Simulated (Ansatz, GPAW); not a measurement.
# Screening of a field by 1T-SnSeTe bilayer, AA

How does 1T-SnSeTe bilayer, AA screen a perpendicular field?

Program: GPAW 26.7.0 and Ansatz 0.2.0. Level of theory: Ansatz plane waves; layer without images along its normal, relaxation of atoms and in-plane cell, with D3(BJ) dispersion, in the first sound run; inputs show where later runs differ. Results are calculated unless marked as measured.

Most raw output is cut from this account.

### 1. The starting structure

The cell holds 6 atoms: 2 Te, 2 Sn and 2 Se. Its edges and angles: a = 3.827 Å, b = 3.827 Å, c = 22.341 Å, α = 90.0°, β = 90.0°, γ = 120.0°. Regions: layer 1: 1T-SnSeTe, 3 atoms (1 Te, 1 Sn and 1 Se); layer 2: 1T-SnSeTe, 3 atoms (1 Te, 1 Sn and 1 Se). Vacuum lies along c.

### 2. Relaxation

Forces are removed first; all later runs use this geometry.

Contents of input.yaml:

```yaml
crystal:
  lattice:
    - [3.8272765, 0.0, 0.0]
    - [-1.91363825, 3.3145186763, 0.0]
    - [0.0, 0.0, 22.341175644]
  atoms:
    - { symbol: Te, position: [0.6666666667, 0.3333333333, 0.3133228131] }
    - { symbol: Sn, position: [0.0, 0.0, 0.3788799067] }
    - { symbol: Se, position: [0.3333333333, 0.6666666667, 0.428383357] }
    - { symbol: Te, position: [0.6666666667, 0.3333333333, 0.571616643] }
    - { symbol: Sn, position: [0.0, 0.0, 0.6371737366] }
    - { symbol: Se, position: [0.3333333333, 0.6666666667, 0.6866771869] }
  periodic: [true, true, false]
kpoints:
  mp_grid: { grid: [9, 9, 1] }
hamiltonian:
  xc: pbe
  dispersion: d3bj
scf:
  occupations: { method: fermi_dirac, width: 0.05 }
relax:
  f_tol: 0.01
  max_steps: 90
  cell: {}
```

Launch:

```console
$ ansatz run input.yaml --threads 4 --pin off --max-ram 8192MiB --backend cpu --events-out ev --progress --plain --runs-dir out
```

Elapsed: 82 s, on 4 threads of Arm Neoverse V1, shared host; peak memory 1.2 GiB.

The steps of the relaxation:

```
step  energy less that of the first step (eV)  largest force component (eV/Å)  volume (Å³)
   1                                   0.0000                          5.3735       513.54
   2                                  -3.4248                          2.9206       528.96
   3                                  -4.4880                          0.7988       531.65
   4                                  -4.6865                          0.2573       544.34
   5                                  -4.7016                          0.0848       546.91
   6                                  -4.7022                          0.0248       548.49
   7                                  -4.7023                          0.0087       548.32
  8*                                  -4.7047                          0.0089       548.32
   9                                  -4.7047                          0.0030       547.87
 10*                                  -4.7047                          0.0030       547.87
```

Relaxation steps marked * repeat the geometry before them on a plane-wave basis chosen anew for their cell, so energy and pressure can jump there.

The run keeps the 6 symmetry operations that it works with, so distortions that break them were not tested.

| cell as run | before | after | change |
| --- | --- | --- | --- |
| a (Å) | 3.827 | 3.953 | +3.3 % |
| b (Å) | 3.827 | 3.953 | +3.3 % |

The atoms that moved most (Å, along periodic axes as changes of fractional coordinates times the final cell, across vacuum about the mean position):

| atom | dx | dy | dz | length |
| --- | --- | --- | --- | --- |
| Se6 | 0.000 | 0.000 | 0.647 | 0.647 |
| Te1 | 0.000 | 0.000 | -0.618 | 0.618 |
| Sn2 | 0.000 | 0.000 | -0.247 | 0.247 |
| Se3 | 0.000 | 0.000 | 0.228 | 0.228 |
| Te4 | 0.000 | 0.000 | -0.196 | 0.196 |
| Sn5 | 0.000 | 0.000 | 0.186 | 0.186 |

Final coordinates:

```cif
data_structure
_symmetry_space_group_name_H-M 'P 1'
_symmetry_Int_Tables_number 1
_cell_length_a 3.9531
_cell_length_b 3.9531
_cell_length_c 40.4824
_cell_angle_alpha 90.000
_cell_angle_beta 90.000
_cell_angle_gamma 120.000
_cell_volume 547.87
loop_
_atom_site_label
_atom_site_type_symbol
_atom_site_fract_x
_atom_site_fract_y
_atom_site_fract_z
_atom_site_occupancy
Te1 Te 0.66667 0.33333 0.15766 1
Sn2 Sn 0.00000 0.00000 0.20300 1
Se3 Se 0.33333 0.66667 0.24204 1
Te4 Te 0.66667 0.33333 0.31061 1
Sn5 Sn 0.00000 0.00000 0.35623 1
Se6 Se 0.33333 0.66667 0.39495 1
```

This step gave:

```yaml
free_energy: -36949.5210 eV
smearing_term_ts: 0.01343 eV
symmetry_operations: 6
```

The relaxation lowered the energy of the cell by 4.70 eV.

### 3. The slab's potential

With the geometry fixed, the planar mean of the potential gives the vacuum level on each side.

This step: GPAW, PAW setups; slab in vacuum (GPAW 26.7.0).

The cell differs from the one that the last finished run ended in (c 40.482 → 23.606 Å).

Contents of run.py:

```python
import json
import numpy as np
from ase import Atoms
from gpaw import GPAW, PW

slab = Atoms(
    ['Te', 'Sn', 'Se', 'Te', 'Sn', 'Se'],
    positions=[
        [1.97657, 1.14117, 7.00000],
        [0.00000, -0.00000, 8.83560],
        [0.00000, 2.28235, 10.41604],
        [1.97657, 1.14117, 13.19198],
        [-0.00000, 0.00000, 15.03863],
        [0.00000, 2.28235, 16.60623]],
    cell=[[3.95314, 0.0, -0.0], [-1.97657, 3.42352, 0.0], [-0.0, 0.0, 23.6062]],
    pbc=[True, True, False])

slab.calc = GPAW(mode=PW(400), xc='PBE', kpts={'size': (9, 9, 1), 'gamma': True},
                 occupations={'name': 'fermi-dirac', 'width': 0.05}, nbands='140%',
                 convergence={'density': 1e-05}, maxiter=200,
                 poissonsolver={'dipolelayer': 'xy'},
                 symmetry={'tolerance': 1e-3}, txt='slab.txt')
result = {}
energy = slab.get_potential_energy()
fermi = slab.calc.get_fermi_level()
v = slab.calc.get_electrostatic_potential().mean((0, 1)) - fermi
n = slab.calc.get_pseudo_density().mean((0, 1))
L = slab.cell[2, 2]
z = np.arange(len(v)) * L / len(v)
low, high = slab.positions[:, 2].min(), slab.positions[:, 2].max()
below, above = np.interp([low - 4.8, high + 4.8], z, v)
slopes = [np.interp(x, z, np.gradient(v, z)) for x in (low - 4.8, high + 4.8)]
eps = np.array([[slab.calc.get_eigenvalues(k, s) for k in range(len(slab.calc.get_ibz_k_points()))]
                for s in range(slab.calc.get_number_of_spins())]) - fermi
top, bottom = eps[eps < 0].max(), eps[eps > 0].min()
dipole = slab.get_dipole_moment()[2]
print(f'energy {energy:.4f} eV, Fermi level {fermi:.4f} eV, dipole {dipole:.5f} e A')
print(f'potential 4.8 A off the faces, from the Fermi level: lower {below:.4f} eV, upper {above:.4f} eV')
print(f'slope of the potential there: lower {slopes[0]:.5f}, upper {slopes[1]:.5f} eV/A')
print(f'nearest levels on the mesh: {top:.4f} and {bottom:.4f} eV')
print('magnetic moment', round(slab.get_magnetic_moment(), 3))
result.update(energy=energy, fermi=fermi, dipole=dipole, below=below, above=above, slopes=slopes, edges=[top, bottom],
              z=z.tolist(), v=v.tolist(), n=n.tolist(), positions=slab.positions.tolist(),
              forces=slab.get_forces(apply_constraint=False).tolist(), moments=slab.get_magnetic_moments().tolist())
json.dump(result, open('result.json', 'w'))
```

Launch:

```console
$ OMP_NUM_THREADS=1 OPENBLAS_NUM_THREADS=1 python run.py
```

Wall time 69 s (1 thread); peak memory 0.26 GiB.

This step gave:

```
dipole along the normal                    : -0.03066 e·Å
levels nearest the Fermi level on the mesh : -0.02659, 0.01228 eV from the Fermi level
upper work function                        : 5.326 eV
lower work function                        : 4.921 eV
```

The electrostatic potential energy of an electron (without an applied field's), less the Fermi level, planar mean oscillates, so the rows of the table below give means over windows of 1.9 Å about each position, cut where the curve ends. Its maxima inside the range that stand out by 2 % of the span (Å: eV): 7.9: -2.94, 9.7: -4.00, 11.7: 3.43, 14.1: -2.82, 15.9: -4.12. Its minima: 7.0: -15.5, 8.9: -13.8, 10.4: -13.3, 13.2: -15.6, 15.1: -13.7, 16.5: -13.2.

Electrostatic potential energy of an electron (without an applied field's), less the Fermi level, planar mean against z; means over each step:

| z (Å) | electrostatic potential energy of an electron (without an applied field's), less the Fermi level, planar mean (eV) |
| --- | --- |
| 0.95 | 4.94 |
| 2.85 | 4.92 |
| 4.75 | 4.65 |
| 6.65 | -6.69 |
| 8.55 | -7.90 |
| 10.45 | -5.85 |
| 12.35 | -3.19 |
| 14.25 | -8.30 |
| 16.15 | -8.18 |
| 18.05 | 3.74 |
| 19.95 | 5.32 |
| 21.85 | 5.33 |

The pseudo valence density, planar mean oscillates, so the rows of the table below give means over windows of 1 Å about each position, cut where the curve ends. Its maxima inside the range that stand out by 2 % of the span (Å: e/Å³): 6.5: 0.241, 8.9: 1.07, 10.7: 0.273, 12.6: 0.242, 15.0: 1.04, 17.1: 0.267. Its minima: 7.0: 0.0894, 10.5: 0.186, 11.8: 0.0782, 13.3: 0.105, 16.7: 0.160.

Table of pseudo valence density, planar mean by z; means over each step:

z (Å), pseudo valence density, planar mean (e/Å³) and a bar:
```
        3       0.00 
        4       0.00 
        5       0.01 
        6       0.13 #####
        7       0.18 #######
        8       0.35 ##############
        9       0.75 #############################
       10       0.29 ###########
       11       0.20 ########
       12       0.12 #####
       13       0.17 #######
       14       0.29 ###########
       15       0.77 ##############################
       16       0.34 #############
       17       0.21 ########
       18       0.04 ##
       19       0.00 
       20       0.00 
       21       0.00
```

Force by atom:

```csv
atom,x (eV/Å),y (eV/Å),z (eV/Å),size
Te1,0.0000,0.0000,-0.0753,0.0753
Sn2,0.0000,0.0000,-0.0857,0.0857
Se3,0.0000,0.0000,-0.0286,0.0286
Te4,0.0000,0.0000,0.0703,0.0703
Sn5,0.0000,0.0000,0.0364,0.0364
Se6,0.0000,0.0000,0.0812,0.0812
```

The potential is flat to 1.8e-4 eV/Å where it is read, so the vacuum is wide enough. The geometry is the other program's minimum (found with a dispersion term); here the largest force on a free atom is 0.086 eV/Å.

### 4. Field on

A uniform field along the normal polarises the slab; the atoms stay fixed, so this is the electronic response alone.

run.py: that of step 3 with these lines changed.

```diff
@@ -4,2 +4,3 @@
 from gpaw import GPAW, PW
+from gpaw.external import ConstantElectricField
 
@@ -21,2 +22,3 @@
                  poissonsolver={'dipolelayer': 'xy'},
+                 external=ConstantElectricField(-0.2, [0, 0, 1]),
                  symmetry={'tolerance': 1e-3}, txt='slab.txt')
```

Wall time 3.6 min (1 thread); peak memory 0.44 GiB.

Numbers from this step:

| Property | Result |
| --- | --- |
| dipole along the normal | -0.2079 e·Å |
| levels nearest the Fermi level on the mesh | -0.02610, 0.01265 eV from the Fermi level |
| potential below the slab, the applied field's own ramp left out | 3.706 eV from the Fermi level |
| potential above the slab, the applied field's own ramp left out | 6.486 eV from the Fermi level |

The electrostatic potential energy of an electron (without an applied field's), less the Fermi level, planar mean oscillates, so the rows of the table below give means over windows of 1 Å about each position, cut where the curve ends. Its maxima inside the range that stand out by 2 % of the span (Å: eV): 7.9: -3.71, 9.7: -4.42, 11.7: 3.40, 14.1: -2.36, 15.9: -3.32, 21.8: 6.49. Its minima: 7.0: -16.5, 8.9: -14.4, 10.4: -13.6, 13.2: -15.3, 15.1: -13.1, 16.5: -12.3.

Table of electrostatic potential energy of an electron (without an applied field's), less the Fermi level, planar mean by z; means over each step:

z (Å), electrostatic potential energy of an electron (without an applied field's), less the Fermi level, planar mean (eV) and a bar from the least value:
```
        0        4.2 ###########################
        1        3.7 ##########################
        2        3.7 ##########################
        3        3.7 ##########################
        4        3.7 ##########################
        5        3.5 #########################
        6       -0.3 ###################
        7      -13.0 
        8       -5.8 ###########
        9      -11.2 ###
       10       -8.3 #######
       11       -3.0 ###############
       12        2.0 #######################
       13      -10.8 ###
       14       -4.8 #############
       15      -10.3 ####
       16       -5.9 ###########
       17       -4.7 #############
       18        5.5 #############################
       19        6.4 ##############################
       20        6.5 ##############################
       21        6.5 ##############################
       22        6.5 ##############################
       23        6.4 ##############################
```

Force by atom:

```csv
atom,x (eV/Å),y (eV/Å),z (eV/Å),size
Te1,0.000,0.000,-0.079,0.079
Sn2,0.000,0.000,-0.095,0.095
Se3,0.000,0.000,-0.016,0.016
Te4,0.000,0.000,0.097,0.097
Sn5,0.000,0.000,-0.010,0.010
Se6,0.000,0.000,0.102,0.102
```

The dipole is now -0.208 e Å, against -0.031 in the run without a field.

### 5. In a field

run.py: that of step 4 with these lines changed.

```diff
@@ -22,3 +22,3 @@
                  poissonsolver={'dipolelayer': 'xy'},
-                 external=ConstantElectricField(-0.2, [0, 0, 1]),
+                 external=ConstantElectricField(-0.1, [0, 0, 1]),
                  symmetry={'tolerance': 1e-3}, txt='slab.txt')
```

Elapsed: 3.4 min, on 1 thread; peak memory 0.44 GiB.

Numbers from this step:

```yaml
dipole_along_the_normal: -0.1191 e·Å
levels_nearest_the_fermi_level_on_the_mesh: -0.02620, 0.01239 eV from the Fermi level
potential_below_the_slab_the_applied_field_s_own_ramp_left_out: 4.313 eV from the Fermi level
potential_above_the_slab_the_applied_field_s_own_ramp_left_out: 5.905 eV from the Fermi level
```

Electrostatic potential energy of an electron (without an applied field's), less the Fermi level, planar mean against z:

z (Å), electrostatic potential energy of an electron (without an applied field's), less the Fermi level, planar mean (eV) and a bar from the least value:
```
      0.0        5.1 #############################
      0.5        4.3 ############################
      1.0        4.3 ############################
      1.5        4.3 ############################
      2.0        4.3 ############################
      2.5        4.3 ############################
      3.0        4.3 ############################
      3.5        4.3 ############################
      4.0        4.3 ############################
      4.5        4.3 ############################
      5.0        4.1 ############################
      5.5        3.5 ###########################
      6.0        1.2 ########################
      6.5       -6.7 #############
      7.0      -16.0 
      7.5       -7.8 ###########
      8.0       -3.4 #################
      8.5      -10.1 ########
      9.0      -12.9 ####
      9.5       -5.1 ###############
     10.0       -7.1 ############
     10.5      -12.7 ####
     11.0       -1.6 ####################
     11.5        3.1 ##########################
     12.0        2.8 ##########################
     12.5       -2.2 ###################
     13.0      -13.4 ####
     13.5      -11.4 ######
     14.0       -3.0 ##################
     14.5       -5.8 ##############
     15.0      -13.3 ####
     15.5       -7.3 ############
     16.0       -4.2 ################
     16.5      -12.2 #####
     17.0       -4.9 ###############
     17.5        3.1 ##########################
     18.0        5.2 #############################
     18.5        5.8 ##############################
     19.0        5.9 ##############################
     19.5        5.9 ##############################
     20.0        5.9 ##############################
     20.5        5.9 ##############################
     21.0        5.9 ##############################
     21.5        5.9 ##############################
     22.0        5.9 ##############################
     22.5        5.9 ##############################
     23.0        5.9 ##############################
     23.5        5.4 #############################
```

Force by atom:

```csv
atom,x (eV/Å),y (eV/Å),z (eV/Å),size
Te1,0.0000,0.0000,-0.0766,0.0766
Sn2,0.0000,0.0000,-0.0904,0.0904
Se3,0.0000,0.0000,-0.0223,0.0223
Te4,0.0000,0.0000,0.0826,0.0826
Sn5,0.0000,0.0000,0.0137,0.0137
Se6,0.0000,0.0000,0.0918,0.0918
```

The dipole is now -0.119 e Å, against -0.031 in the run without a field.

### 6. Field on

run.py: that of step 5 with these lines changed.

```diff
@@ -22,3 +22,3 @@
                  poissonsolver={'dipolelayer': 'xy'},
-                 external=ConstantElectricField(-0.1, [0, 0, 1]),
+                 external=ConstantElectricField(-0.05, [0, 0, 1]),
                  symmetry={'tolerance': 1e-3}, txt='slab.txt')
```

It took 3.6 min on 1 thread; peak memory 0.44 GiB.

The electrostatic potential energy of an electron (without an applied field's), less the Fermi level, planar mean oscillates, so the rows of the table below give means over windows of 1.9 Å about each position, cut where the curve ends. Its maxima inside the range that stand out by 2 % of the span (Å: eV): 7.9: -3.13, 9.7: -4.11, 11.7: 3.42, 14.1: -2.71, 15.9: -3.92. Its minima: 7.0: -15.7, 8.9: -13.9, 10.4: -13.4, 13.2: -15.5, 15.1: -13.6, 16.5: -13.0.

Electrostatic potential energy of an electron (without an applied field's), less the Fermi level, planar mean against z; means over each step:

| z (Å) | electrostatic potential energy of an electron (without an applied field's), less the Fermi level, planar mean (eV) |
| --- | --- |
| 0.95 | 4.67 |
| 2.85 | 4.62 |
| 4.75 | 4.35 |
| 6.65 | -6.94 |
| 8.55 | -8.06 |
| 10.45 | -5.92 |
| 12.35 | -3.16 |
| 14.25 | -8.18 |
| 16.15 | -7.97 |
| 18.05 | 4.02 |
| 19.95 | 5.61 |
| 21.85 | 5.62 |

### 7. Field on

run.py: that of step 6 with these lines changed.

```diff
@@ -22,3 +22,3 @@
                  poissonsolver={'dipolelayer': 'xy'},
-                 external=ConstantElectricField(-0.05, [0, 0, 1]),
+                 external=ConstantElectricField(0.05, [0, 0, 1]),
                  symmetry={'tolerance': 1e-3}, txt='slab.txt')
```

Elapsed: 4.4 min, on 1 thread; peak memory 0.44 GiB.

### 8. Field on

run.py: that of step 7 with these lines changed.

```diff
@@ -22,3 +22,3 @@
                  poissonsolver={'dipolelayer': 'xy'},
-                 external=ConstantElectricField(0.05, [0, 0, 1]),
+                 external=ConstantElectricField(0.1, [0, 0, 1]),
                  symmetry={'tolerance': 1e-3}, txt='slab.txt')
```

Run time: 4.1 min. Hardware: 1 thread; peak memory 0.44 GiB.

The dipole is now 0.0585 e Å, against -0.031 in the run without a field.

(Continued in part 2 of 2.)

[Logs are printed without paths, hosts, clocks, repeated set-up lines and the standing remarks that a program may print on its own settings, such as how far it seeks lower states.]

[Hosts, paths, dates, database ids (printed as entryN), source tags and the programs' standing remarks are cut or masked in the printed files.]
